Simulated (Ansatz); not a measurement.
# Bands, cutoff and cost in G0W0 for GaN (F-43m)

Wanted: a G0W0 gap for GaN (F-43m) that is converged in bands and cutoff, or an estimate of the limit.

Program: Ansatz 0.2.0. Level of theory: G0W0 on PBE, plane waves, PAW; PAW set soft_1. Results are calculated unless marked as measured.

## 1. Starting point

It takes space group F-43m (No. 216, cubic). Conventional cell: a = 4.507 Å, b = 4.507 Å, c = 4.507 Å, α = 90.00°, β = 90.00°, γ = 90.00°. Nearest to Ga lie 4 N at 1.95 Å. Nearest to N lie 4 Ga at 1.95 Å. Farther neighbours and most contacts between anions are not listed.

The cell and positions are those that the Materials Project relaxed with its own functionals (PBE, PBE+U or r2SCAN), kept fixed. This is not the form that GaN usually takes at ambient conditions.

## 2. 24 empty bands, screening to 60 eV

G0W0 replaces the xc potential by the self-energy, built once from these orbitals. Only a window of levels is corrected, while the sums run over the empty bands that the input names. This step takes PAW set soft_1 files.

The input, input.yaml:

```yaml
crystal:
  lattice:
    - [0.0, 2.2535006075, 2.2535006075]
    - [2.2535006075, 0.0, 2.2535006075]
    - [2.2535006075, 2.2535006075, 0.0]
  atoms:
    - { symbol: Ga, position: [0.0, 0.0, 0.0] }
    - { symbol: "N", position: [0.75, 0.75, 0.75] }
kpoints:
  mp_grid: { grid: [6, 6, 6] }
hamiltonian:
  xc: pbe
  pseudopotentials: { kind: paw, azcp: { folder: soft_1 } }
scf:
  occupations: { method: fixed }
gw:
  n_empty_bands: 24
  ecut_chi: 60
  qp_bands: [v2, c2]
  qp_kpoints: band_edges
  screening: { model: contour_deformation }
```

Run with:

```console
$ ansatz run input.yaml --threads 3 --pin off --max-ram 92160MiB --backend cuda --events-out ev --progress --plain --runs-dir out --devices 1 --max-vram 13GiB
```

Numbers of over 12 decimals in the logs are rounded to 6 here.

The program printed:

```text
GPUs: using 1 of 1 available (devices: 1).
Engine: ansatz 0.2.0, x86_64-unknown-linux-gnu
Pseudopotentials: kind: paw
Pseudopotential: Ga, paw, valence charge 13, recommended cutoff 420 eV (normal), soft_1/Ga.paw.azcp
Pseudopotential: N, paw, valence charge 5, recommended cutoff 420 eV (normal), soft_1/N.paw.azcp
Functional definition: PBE
  parameter kappa = 0.804
  parameter beta = 0.066725
  exchange = pbe_x(kappa = kappa, mu = beta*pi^2/3)
  correlation = pbe_c(beta = beta)
device memory: the entry about to start is reckoned to put 0.4 GiB on a device that reports 62.2 GiB free (of which the cap on the GPU budget leaves the run 13.0 GiB)
GPU FFT provider: cuFFT
GPU libraries: cuBLAS 13.8.2, cuFFT 12.4.0, cuSOLVER 12.3.4
Crystal: 2 atoms, lattice volume = 22.888 Å³
Basis set: ecut = 420 eV, 459 PW (Γ)
Bands: 13, of which v1, the nominal top of the filled ones, is band 9 counted from 1 (8 counted from 0)
Symmetry: 24 space group operations
Space group: F-43m (ITA 216), of the structure as read, at distance tolerance 2.8e-5 Å
k-points: 16 of 216 (time reversal used)
Non-local potential: Ga, projectors of the file, l = 0: 2, l = 1: 2, l = 2: 3, l = 3: 1
Non-local potential: N, projectors of the file, l = 0: 2, l = 1: 2, l = 2: 1
PAW form: soft (Blöchl's): semilocal exchange-correlation on the pseudo side does not see the compensation charge
PAW one-centre angular grid: Ga, 590 points (default); XC on 64 Gauss nodes
PAW one-centre angular grid: N, 110 points (default); XC on 64 Gauss nodes
Initial density: superposition of atomic densities (chi_scale 0.1, normalization cell, long waves kept (reshape's long-wave potential 0.00 eV rms))
Initial wavefunctions: pseudopotential atomic-orbital guess
GPU buffer pool allocated for 13824 grid points (all kernels)
GPU transforms: local potential and band sums: pruned to the plane-wave sphere, on 24×24×24
Functional: x = pbe(κ = 0.804, μ = 0.219515), c = pbe(β = 0.066725)
SCF iter   1: F=—  HF=-4168.580142 eV  |F-HF|=—  |Δ(HF+E_count)|=         —  Δρ=1.12e-1  dr2=2.52e0  ethr=3.10e-3  ⟨swp⟩=4.0  Hψ=971  notcnv=0  defer=23
preconditioner: auto → none  [insulator: Δε(μ)=2.563 eV  Ē_g=19.108 eV  n_scr=8 (ndim 8)  ℏωp=32.9 eV  f_vac=0.000  ε∞_Penn≈4.0]
SCF iter   2: F=—  HF=-4168.026373 eV  |F-HF|=—  |Δ(HF+E_count)|=   5.54e-1  Δρ=6.15e-2  dr2=5.31e-1  ethr=3.10e-3  ⟨swp⟩=2.1  Hψ=527  notcnv=0  defer=4
SCF iter   3: F=—  HF=-4167.903265 eV  |F-HF|=—  |Δ(HF+E_count)|=   1.23e-1  Δρ=2.05e-2  dr2=4.69e-2  ethr=2.95e-3  ⟨swp⟩=2.0  Hψ=377  notcnv=0  defer=30
SCF iter   4: F=—  HF=-4167.901265 eV  |F-HF|=—  |Δ(HF+E_count)|=   2.00e-3  Δρ=7.85e-3  dr2=6.34e-3  ethr=2.61e-4  ⟨swp⟩=2.0  Hψ=370  notcnv=0  defer=30
SCF iter   5: F=—  HF=-4167.898470 eV  |F-HF|=—  |Δ(HF+E_count)|=   2.80e-3  Δρ=7.38e-4  dr2=5.48e-5  ethr=3.52e-5  ⟨swp⟩=2.0  Hψ=376  notcnv=0  defer=30
SCF iter   6: F=—  HF=-4167.898507 eV  |F-HF|=—  |Δ(HF+E_count)|=   3.69e-5  Δρ=2.17e-4  dr2=5.40e-6  ethr=3.05e-7  ⟨swp⟩=2.0  Hψ=502  notcnv=0  defer=28
SCF iter   7: F=-4167.898508 eV  HF=-4167.898508 eV  |F-HF|=3.90e-8  |Δ(HF+E_count)|=   1.10e-6  Δρ=2.73e-5  dr2=7.23e-8  ethr=5.56e-10  ⟨swp⟩=3.8  Hψ=912  notcnv=0
SCF 1 converged in 7 iterations: F = -4167.898508 eV  dr2 = 7.23e-8
  greatest PAW one-centre occupation: 0.995 electrons in one spin orbital (limit 2), on the Ga atom at site 0 (counted from 0), in its partial waves of l = 2
device memory: the entry about to start is reckoned to put 0.5 GiB on a device that reports 61.5 GiB free (of which the cap on the GPU budget leaves the run 13.0 GiB)
NSCF: frozen V_eff on 16 k-points, pencils in batches of 32, up to order 52
the band table was solved once the SCF had ended and its energy, with any forces and stress, was formed, with the checks that follow a solve (1226 applications of the Hamiltonian). They found nothing against the state; the energy, forces and stress were not computed again (output.eigenvalues in the input reference)
device memory: the entry about to start is reckoned to put 0.9 GiB on a device that reports 61.0 GiB free (of which the cap on the GPU budget leaves the run 13.0 GiB)
NSCF: frozen V_eff on 16 k-points
G₀W₀ screening: q 1/16
[... further progress lines ...]
device memory: the entry about to start is reckoned to put 0.3 GiB on a device that reports 60.6 GiB free (of which the cap on the GPU budget leaves the run 13.0 GiB)
NSCF: frozen V_eff on 1 k-points
device memory: the entry about to start is reckoned to put 0.3 GiB on a device that reports 60.6 GiB free (of which the cap on the GPU budget leaves the run 13.0 GiB)
NSCF: frozen V_eff on 1 k-points
SCF converged after 7 iterations
Free energy (F): -4167.898508 eV
Harris-Foulkes:  -4167.898508 eV  (|F-HF|=3.90e-8)
Internal energy: -4167.898508 eV  (E = F + TS)
E sigma→0 (E₀):  -4167.898508 eV
Fermi energy:    9.643192 eV
--- Per-component energies (eV) ---
  E_band       = -5.778965
  E_kinetic    = 240.861782
  E_local      = -1414.469760  (includes V_loc(G=0)·N_el)
  E_nonlocal   = -54.737378
  E_hartree    = 894.762485
  E_xc         = -122.346110
  E_vxc        = -130.975521  (∫ρ·V_xc dr)
  E_paw        = -2124.535386  (= ΣΔE_a)
  E_vpaw       = -435.989621  (= ΣTr[D̂ρ^β])
  E_aug_tail   = 0.000814  (compensation charges beyond the density's cutoff)
  E_ewald      = -1587.434954
  E_smearing   = -0.000000  (= −TS)
  E_closure    = -0.000000  (closes the sum)
  Σ components = -4167.898508   (vs F -4167.898508, Δ=0.00e0)
--- Band table (eV; the first three rows and the last of 16) ---
  k-point 0: bands = [... 5 lower, -3.5295, 9.6432, 9.6432, 9.6432, 11.3598, 19.9572, 19.9572, 19.9572]
  k-point 1: bands = [... 5 lower, -3.5309, 7.3592, 9.3721, 9.3721, 12.9712, 18.9074, 20.3123, 20.3123]
  k-point 2: bands = [... 5 lower, -3.0440, 4.2865, 8.8919, 8.8919, 14.1041, 18.2822, 20.2797, 20.2797]
  k-point 15: bands = [... 5 lower, -1.6207, 3.8140, 6.2140, 6.2161, 14.9389, 17.5514, 20.9493, 20.9996]
--- G₀W₀: contour deformation, 6 samples at zero and on the imaginary axis and 3 off it, 216 q-points, 24 empty bands' worth ---
  eigenvalues of the whole cell's RPA ε∞ on this k-mesh (on a slab, of 1 + 4πα/V) = 6.7323, 6.7323, 6.7323; static W/v taken at q = 0 is 0.148537
  bands read: the sum over 33 bands ends inside a degenerate multiplet in 3 slots, whose members it reads at an even weight; the widest, k=0: bands 33 to 35 (counted from 1) at 1/3 each
  gw.qp_kpoints: band_edges: 8 of 16 stored k-points solved, in 1 pass; an edge of the gap read off the rows below is read off those points alone
    valence top: of the k-points left out ik 4 came nearest to being solved in a further pass, in band 8 (counted from 1, as in the quasiparticle table): it holds the edge there only if its correction is more favourable than any solved in that band by at least 0.790 eV; those differ by 0.431 eV
    conduction bottom: of the k-points left out ik 4 came nearest to being solved in a further pass, in band 10 (counted from 1, as in the quasiparticle table): it holds the edge there only if its correction is more favourable than any solved in that band by at least 1.683 eV; those differ by 0.791 eV
  `?` marks the rows in doubt; gw_qp.tsv's column doubts and the gw_qp event give each row's grounds
    ik  band        ε_KS         Σx   Σc(E_QP)       V_xc       Z   E_QP_lin       E_QP  E_QP is
     0     8      9.6432   -23.8986     3.5212   -20.2668  0.7703     9.5324     9.5327  root
     0     9      9.6432   -23.8986     3.5212   -20.2668  0.7703     9.5324     9.5327  root
     0    10     11.3598   -11.4771    -3.4168   -15.7129  0.8041    12.1920    12.1787  root
     0    11     19.9572    -7.8736    -4.9174   -13.9060  0.7911    21.1091    21.0721  root
     1     8      9.3721   -23.6003     3.5762   -19.8786  0.7693     9.2263     9.2266  root
     1     9      9.3721   -23.6003     3.5762   -19.8786  0.7693     9.2263     9.2266  root
     1    10     12.9712   -11.7743    -3.5069   -16.2814  0.7941    13.9954    13.9715  root
     1    11     18.9074    -8.2737    -4.8826   -14.2986  0.7868    20.0919    20.0496  root
     2     8      8.8919   -23.1021     3.6840   -19.2238  0.7670     8.6970     8.6977  root
     2     9      8.8919   -23.1021     3.6840   -19.2238  0.7670     8.6970     8.6977  root
     2    10     14.1041   -10.3496    -4.1083   -15.5087  0.7999    15.1838    15.1548  root
     2    11     18.2822    -8.9725    -5.1183   -15.2928  0.7641    19.5338    19.4841  root
     3     8      8.6759   -22.8716     3.7307   -18.9298  0.7658     8.4640     8.4649  root
     3     9      8.6759   -22.8716     3.7307   -18.9298  0.7658     8.4640     8.4649  root
     3    10     14.2786   -10.1039    -4.1480   -15.2776  0.8063    15.3309    15.3042  root
     3    11     18.3668    -8.9808    -5.3743   -15.5284  0.7441    19.5885    19.5401  root
     8     8      7.9095   -22.1492     3.7559   -18.0458  0.7625     7.5595     7.5621  root
     8     9      9.2389   -23.4341     3.6133   -19.6720  0.7685     9.0897     9.0901  root
     8    10     14.4204   -11.2551    -4.0478   -16.4682  0.7854    15.6270    15.5857  root
     8    11     18.3090    -9.2084    -4.8041   -15.1925  0.7844    19.5348    19.4890  root
     9     8      7.5259   -21.8250     3.9166   -17.5534  0.7585     7.1682     7.1709  root
     9     9      7.5259   -21.8250     3.9166   -17.5534  0.7585     7.1682     7.1709  root
     9    10     13.8827    -8.6682    -3.9570   -13.2368  0.8055    14.5016    14.4942  root
     9    11     16.6160   -10.1652    -4.5217   -15.9556  0.7966    17.9394    17.8847  root
    12     8      6.9421   -21.2116     4.0254   -16.8008  0.7540     6.5532     6.5567  root
    12     9      6.9421   -21.2116     4.0254   -16.8008  0.7540     6.5532     6.5567  root
    12    10     12.9932    -8.6701    -3.7730   -12.8177  0.8149    13.3702    13.3678  root
    12    11     16.3074    -9.8784    -4.3674   -15.3649  0.8043    17.4631    17.4265  root
    14     8      5.9304   -21.2116     4.1799   -16.4901  0.7428     5.3798     5.3888  root
    14     9      7.2735   -21.4482     3.8764   -17.1657  0.7581     6.8636     6.8673  root
    14    10     16.1655    -9.3431    -4.2804   -14.4192  0.7878    16.9773    16.9611  root
    14    11     17.1580   -10.6567    -4.8846   -16.9566  0.7741    18.6662    18.5734  root ?
```

It took 13 s on 1 × NVIDIA H100 80GB HBM3 (shared by 6 runs) with 3 threads of AMD EPYC 7R13 (Zen 3), shared host; peak memory 0.98 GiB; 7.3 s of CPU time.

This step gave:

* bands summed: 33
* RPA ε∞ on this mesh (eigenvalues): 6.732, 6.732, 6.732
* plane waves in the screening matrix: 27
* q-points in the mesh: 216
* G0W0 gap on the mesh: 2.646 eV
* k of the valence top: 0, 0, 0
* k of the conduction bottom: 0, 0, 0
* starting gap on the mesh: 1.717 eV
* Z at the valence top: 0.7703
* Z at the conduction bottom: 0.8041
* least direct G0W0 gap on the computed points: 2.646 eV

The gap on the mesh goes from 1.72 eV to 2.65 eV, a correction of +0.93 eV. Between the two edge states, bare exchange in place of the xc potential would open the gap by 7.87 eV, and correlation takes back 6.94 eV.

## 3. 68 empty bands, screening to 120 eV

Another rung: the empty bands reach about as high as the screening cutoff, so the two stay in balance.

input.yaml, as its differences from that of step 2:

```diff
@@ -16,4 +16,4 @@
 gw:
-  n_empty_bands: 24
-  ecut_chi: 60
+  n_empty_bands: 68
+  ecut_chi: 120
   qp_bands: [v2, c2]
```

The program printed:

```text
GPUs: using 1 of 1 available (devices: 1).
[...]
GPU FFT provider: cuFFT
GPU libraries: cuBLAS 13.8.2, cuFFT 12.4.0, cuSOLVER 12.3.4
Crystal: 2 atoms, lattice volume = 22.888 Å³
Basis set: ecut = 420 eV, 459 PW (Γ)
Bands: 13, of which v1, the nominal top of the filled ones, is band 9 counted from 1 (8 counted from 0)
Symmetry: 24 space group operations
[...]
k-points: 16 of 216 (time reversal used)
[...]
GPU buffer pool allocated for 13824 grid points (all kernels)
[...]
SCF iter   1: F=—  HF=-4168.580142 eV  |F-HF|=—  |Δ(HF+E_count)|=         —  Δρ=1.12e-1  dr2=2.52e0  ethr=3.10e-3  ⟨swp⟩=4.0  Hψ=971  notcnv=0  defer=23
[...]
SCF iter   7: F=-4167.898508 eV  HF=-4167.898508 eV  |F-HF|=3.90e-8  |Δ(HF+E_count)|=   1.10e-6  Δρ=2.73e-5  dr2=7.23e-8  ethr=5.56e-10  ⟨swp⟩=3.8  Hψ=912  notcnv=0
SCF 1 converged in 7 iterations: F = -4167.898508 eV  dr2 = 7.23e-8
[...]
NSCF: frozen V_eff on 16 k-points, pencils in batches of 32, up to order 52
[...]
NSCF: frozen V_eff on 16 k-points
G₀W₀ screening: q 1/16
[... further progress lines ...]
[...]
SCF converged after 7 iterations
Free energy (F): -4167.898508 eV
[...]
Internal energy: -4167.898508 eV  (E = F + TS)
E sigma→0 (E₀):  -4167.898508 eV
Fermi energy:    9.643192 eV
[...]
--- Band table (eV; the first three rows and the last of 16) ---
  k-point 0: bands = [... 5 lower, -3.5295, 9.6432, 9.6432, 9.6432, 11.3598, 19.9572, 19.9572, 19.9572]
  k-point 1: bands = [... 5 lower, -3.5309, 7.3592, 9.3721, 9.3721, 12.9712, 18.9074, 20.3123, 20.3123]
  k-point 2: bands = [... 5 lower, -3.0440, 4.2865, 8.8919, 8.8919, 14.1041, 18.2822, 20.2797, 20.2797]
  k-point 15: bands = [... 5 lower, -1.6207, 3.8140, 6.2140, 6.2161, 14.9389, 17.5514, 20.9493, 20.9996]
[...]
0     8      9.6432   -23.8986     3.1361   -20.2668  0.7647     9.1428     9.1475  root
     0     9      9.6432   -23.8986     3.1361   -20.2668  0.7647     9.1428     9.1475  root
     0    10     11.3598   -11.4771    -3.6547   -15.7129  0.7984    11.9465    11.9409  root
     0    11     19.9572    -7.8736    -5.3159   -13.9060  0.7907    20.6853    20.6736  root
     1     8      9.3721   -23.6003     3.1951   -19.8786  0.7640     8.8402     8.8456  root
     1     9      9.3721   -23.6003     3.1951   -19.8786  0.7640     8.8402     8.8456  root
     1    10     12.9712   -11.7743    -3.8300   -16.2814  0.7892    13.6570    13.6484  root
     1    11     18.9074    -8.2737    -5.2783   -14.2986  0.7862    19.6681    19.6540  root
[...]
14     8      5.9304   -21.2116     3.9068   -16.4901  0.7407     5.0931     5.1157  root
    14     9      7.2735   -21.4482     3.5512   -17.1657  0.7550     6.5284     6.5421  root
    14    10     16.1655    -9.3431    -4.5504   -14.4192  0.7867    16.6972    16.6912  root
    14    11     17.1580   -10.6567    -5.3041   -16.9566  0.7705    18.1836    18.1539  root
```

Wall time 10 s (1 × NVIDIA H100 80GB HBM3 (shared by 6 runs) with 3 threads); peak memory 0.98 GiB.

This step gave:

```
bands summed                                 : 77
RPA ε∞ on this mesh (eigenvalues)            : 6.641, 6.641, 6.641
plane waves in the screening matrix          : 65
q-points in the mesh                         : 216
G0W0 gap on the mesh                         : 2.793 eV
k of the valence top                         : 0, 0, 0
k of the conduction bottom                   : 0, 0, 0
starting gap on the mesh                     : 1.717 eV
Z at the valence top                         : 0.7647
Z at the conduction bottom                   : 0.7984
least direct G0W0 gap on the computed points : 2.793 eV
```

Against the run with 6×6×6 mesh, 24 empty bands, screening to 60 eV, PAW set soft_1 files, the gap moves by +0.15 eV.

## 4. 146 empty bands, screening to 200 eV

input.yaml, as its differences from that of step 3:

```diff
@@ -16,4 +16,4 @@
 gw:
-  n_empty_bands: 68
-  ecut_chi: 120
+  n_empty_bands: 146
+  ecut_chi: 200.0
   qp_bands: [v2, c2]
```

The program printed:

```text
GPUs: using 1 of 1 available (devices: 1).
[...]
GPU FFT provider: cuFFT
GPU libraries: cuBLAS 13.8.2, cuFFT 12.4.0, cuSOLVER 12.3.4
Crystal: 2 atoms, lattice volume = 22.888 Å³
Basis set: ecut = 420 eV, 459 PW (Γ)
Bands: 13, of which v1, the nominal top of the filled ones, is band 9 counted from 1 (8 counted from 0)
Symmetry: 24 space group operations
[...]
k-points: 16 of 216 (time reversal used)
[...]
1    11     18.9074    -8.2737    -5.4490   -14.2986  0.7856    19.4909    19.4833  root
[...]
14     8      5.9304   -21.2116     3.7409   -16.4901  0.7389     4.9148     4.9498  root
    14     9      7.2735   -21.4482     3.3564   -17.1657  0.7530     6.3232     6.3473  root
    14    10     16.1655    -9.3431    -4.6876   -14.4192  0.7856    16.5571    16.5540  root
    14    11     17.1580   -10.6567    -5.5289   -16.9566  0.7690    17.9448    17.9290  root
[key lines of the parts left out:]
SCF converged after 7 iterations
Free energy (F): -4167.898508 eV
Fermi energy:    9.643192 eV
```

The job ended after 16 s (1 × NVIDIA H100 80GB HBM3 (shared by 6 runs) with 3 threads; peak memory 1.1 GiB; 17 s of CPU time).

Numbers from this step:

```yaml
bands_summed: 155
rpa_eps_infinity_on_this_mesh_eigenvalues: 6.601, 6.601, 6.601
plane_waves_in_the_screening_matrix: 169
g0w0_gap_on_the_mesh: 2.831 eV
k_of_the_valence_top: 0, 0, 0
k_of_the_conduction_bottom: 0, 0, 0
starting_gap_on_the_mesh: 1.717 eV
least_direct_g0w0_gap_on_the_computed_points: 2.831 eV
```

Against the run with 6×6×6 mesh, 68 empty bands, screening to 120 eV, PAW set soft_1 files, the gap moves by +0.04 eV.

## 5. Changing the k mesh: 4×4×4 mesh, 68 empty bands, screening to 120 eV, PAW set soft_1 files

Only the mesh changes. It samples the long-range screening, which converges on its own terms. Bands and cutoff differ from the step before, so it is read against an earlier run that matches them.

input.yaml, as its differences from that of step 4:

```diff
@@ -9,3 +9,3 @@
 kpoints:
-  mp_grid: { grid: [6, 6, 6] }
+  mp_grid: { grid: [4, 4, 4] }
 hamiltonian:
@@ -16,4 +16,4 @@
 gw:
-  n_empty_bands: 146
-  ecut_chi: 200.0
+  n_empty_bands: 68
+  ecut_chi: 120
   qp_bands: [v2, c2]
```

The program printed:

```text
GPUs: using 1 of 1 available (devices: 1).
[...]
GPU FFT provider: cuFFT
GPU libraries: cuBLAS 13.8.2, cuFFT 12.4.0, cuSOLVER 12.3.4
Crystal: 2 atoms, lattice volume = 22.888 Å³
Basis set: ecut = 420 eV, 459 PW (Γ)
Bands: 13, of which v1, the nominal top of the filled ones, is band 9 counted from 1 (8 counted from 0)
Symmetry: 24 space group operations
[...]
k-points: 8 of 64 (time reversal used)
[...]
1    11     18.4453    -8.6996    -5.4387   -14.8300  0.7594    19.1550    19.1370  root
[...]
6     8      6.9742   -21.2968     3.8435   -16.7873  0.7372     6.2920     6.3083  root
     6     9      6.9742   -21.2968     3.8435   -16.7873  0.7372     6.2920     6.3083  root
     6    10     13.0010    -8.5485    -4.1183   -12.8062  0.7952    13.1408    13.1403  root
     6    11     16.3199    -9.7970    -4.8884   -15.3440  0.7854    16.9931    16.9784  root
[key lines of the parts left out:]
SCF converged after 7 iterations
Free energy (F): -4167.839548 eV
Fermi energy:    9.685740 eV
```

The job ended after 8.9 s (1 × NVIDIA H100 80GB HBM3 (shared by 6 runs) with 3 threads; peak memory 0.98 GiB; 5 s of CPU time).

This step gave:

```yaml
bands_summed: 77
rpa_eps_infinity_on_this_mesh_eigenvalues: 9.830, 9.830, 9.830
plane_waves_in_the_screening_matrix: 65
g0w0_gap_on_the_mesh: 2.673 eV
k_of_the_valence_top: 0, 0, 0
k_of_the_conduction_bottom: 0, 0, 0
starting_gap_on_the_mesh: 1.699 eV
least_direct_g0w0_gap_on_the_computed_points: 2.673 eV
```

Against the run with 6×6×6 mesh, 68 empty bands, screening to 120 eV, PAW set soft_1 files, the gap moves by −0.12 eV.

(Continued in part 2 of 2.)

[Paths, hosts, dates, memory and timing lines, banners, echoed tables and standing remarks are left out of the program output.]

[Logs are printed without paths, hosts, clocks, repeated set-up lines and the standing remarks that a program may print on its own settings, such as how far it seeks lower states.]

[Runs of the session that timed out or met a known fault of the program may be left out.]

[Cells called generated may have been cut or substituted from an entry of the Crystallography Open Database or the Materials Project.]

[Hosts, paths, dates, database ids (printed as entryN), source tags and the programs' standing remarks are cut or masked in the printed files.]
